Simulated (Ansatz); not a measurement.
An input for Ansatz 0.2.0 (Zn3Sb4O6F6 (I-43m)):

```yaml
crystal:
  lattice:
    - [-4.06455, 4.06455, 4.06455]
    - [4.06455, -4.06455, 4.06455]
    - [4.06455, 4.06455, -4.06455]
  atoms:
    - { symbol: Zn, position: [0.0, 0.5, 0.5] }
    - { symbol: Zn, position: [0.5, 0.0, 0.5] }
    - { symbol: Zn, position: [0.5, 0.5, 0.0] }
    - { symbol: Sb, position: [0.3263421628, 0.0, 0.0] }
    - { symbol: Sb, position: [0.0, 0.0, 0.3263421628] }
    - { symbol: Sb, position: [0.0, 0.3263421628, 0.0] }
    - { symbol: Sb, position: [0.6736578372, 0.6736578372, 0.6736578372] }
    - { symbol: O, position: [0.0, 0.7488176488, 0.7488176488] }
    - { symbol: O, position: [0.2511823512, 0.0, 0.2511823512] }
    - { symbol: O, position: [0.0, 0.2511823512, 0.2511823512] }
    - { symbol: O, position: [0.7488176488, 0.0, 0.7488176488] }
    - { symbol: O, position: [0.2511823512, 0.2511823512, 0.0] }
    - { symbol: O, position: [0.7488176488, 0.7488176488, 0.0] }
    - { symbol: F, position: [0.25, 0.75, 0.5] }
    - { symbol: F, position: [0.75, 0.25, 0.5] }
    - { symbol: F, position: [0.5, 0.25, 0.75] }
    - { symbol: F, position: [0.5, 0.75, 0.25] }
    - { symbol: F, position: [0.75, 0.5, 0.25] }
    - { symbol: F, position: [0.25, 0.5, 0.75] }
kpoints:
  mp_grid: { grid: [4, 4, 4] }
hamiltonian:
  xc: pbe
  pseudopotentials: { kind: paw, azcp: { folder: soft_1 } }
scf:
  occupations: { method: fixed }
gw:
  n_empty_bands: 1010
  ecut_chi: 140.0
  qp_bands: [v4, c4]
  qp_kpoints: band_edges
  screening: { model: contour_deformation }
```

```sh
ansatz run input.yaml --threads 2 --pin off --max-ram 92160MiB --backend cuda --events-out ev --progress --plain --runs-dir out --devices 1 --max-vram 13GiB
```

Estimate wall time and host memory on 1 × NVIDIA H100 80GB HBM3 (shared by 6 runs) with 2 threads of AMD EPYC 7R13 (Zen 3), shared host.

It took 1.9 min; on shared hardware allow 58 s to 3.8 min. Peak host memory was 4.1 GiB. The sizes that set the cost: 5281 plane waves a state, 8 irreducible k points, 1097 bands summed, 959 plane waves in the screening and 12 SCF cycles.

The screening grows as filled bands × empty bands × pairs of k points, times the square of the screening basis for the matrix.

[Paths, hosts, dates, memory and timing lines, banners, echoed tables and standing remarks are left out of the program output.]

[Logs are printed without paths, hosts, clocks, repeated set-up lines and the standing remarks that a program may print on its own settings, such as how far it seeks lower states.]

[Runs of the session that timed out or met a known fault of the program may be left out.]

[Cells called generated may have been cut or substituted from an entry of the Crystallography Open Database or the Materials Project.]

[Hosts, paths, dates, database ids (printed as entryN), source tags and the programs' standing remarks are cut or masked in the printed files.]
